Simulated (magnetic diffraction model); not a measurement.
## MnAg2F4: what an assumed order does to the neutron pattern

Space group I4/mmm (no. 139), a = 3.6510 Å, c = 12.0950 Å.

| site | atom | x | y | z |
| --- | --- | --- | --- | --- |
| 4e | Ag | 0 | 0 | 0.3465 |
| 2a | Mn | 0 | 0 | 0 |
| 4e | F | 0 | 0 | 0.1425 |
| 4c | F | 0 | 1/2 | 0 |

The compound is invented for this exercise: a known structure type with other elements, its cell scaled to their sizes and not relaxed.

Only Mn is taken to order (form factors of Mn2+); orders and moment sizes are assumed, and not adapted to the symmetry. Radiation: neutrons of λ = 2.36 Å, 5° to 80°; isotropic B of 0.17 Å² (Ag), 0.17 Å² (Mn) and 0.29 Å² (F). The intensities are simulated: I ∝ L Σ (|F_N|² + |F_M⊥|²) for unpolarised neutrons, with F_M = 2.695 fm/μB × Σ f(s) S exp(2πi Q·r) exp(−B s²) at Q = H ± k (one set where k and −k are equivalent), only the part normal to Q counting and L = 1/(sin²θ cos θ). For collinear order S is the moment m, which repeats by lattice and centring translations R with the sign exp(−2πi k·R). Form factors are spin-only for 3d ions and dipole or tabulated for f ions, scattering lengths are Sears's of 1992, and absorption is left out. A label names one of the reflections at its angle. The strongest nuclear line in the range is 100, and lines under 0.2 are left out.

Assume the order k = (0 0 0), collinear moments along [001], 3.79 μB on Mn.

Q: Where does magnetic intensity appear, and how strong is it?

```
2θ (°)    index  nuclear  magnetic
 39.46  (1 0 1)      2.8      14.5
 45.94  (0 0 4)      6.0       0.0
 51.70  (1 0 3)      0.8       4.1
 54.40  (1 1 0)      4.5       3.2
 59.60  (1 1 2)     54.5       4.1
 71.63  (1 0 5)      5.3       0.8
 71.66  (0 0 6)     13.8       0.0
 73.88  (1 1 4)    100.0       1.4
```

The strongest magnetic line in the range is (1 0 1) at 39.46° (14.5). On top of the Lorentz factor, which all lines share, magnetic lines fade with angle because f falls: for Mn2+ it is 0.90, 0.66, 0.41 and 0.12 at sin θ/λ = 0.1, 0.2, 0.3 and 0.5 Å⁻¹, while nuclear lengths stay constant. The net moment is 3.79 μB a primitive cell.

[Logs are printed without paths, hosts, clocks, repeated set-up lines and the standing remarks that a program may print on its own settings, such as how far it seeks lower states.]
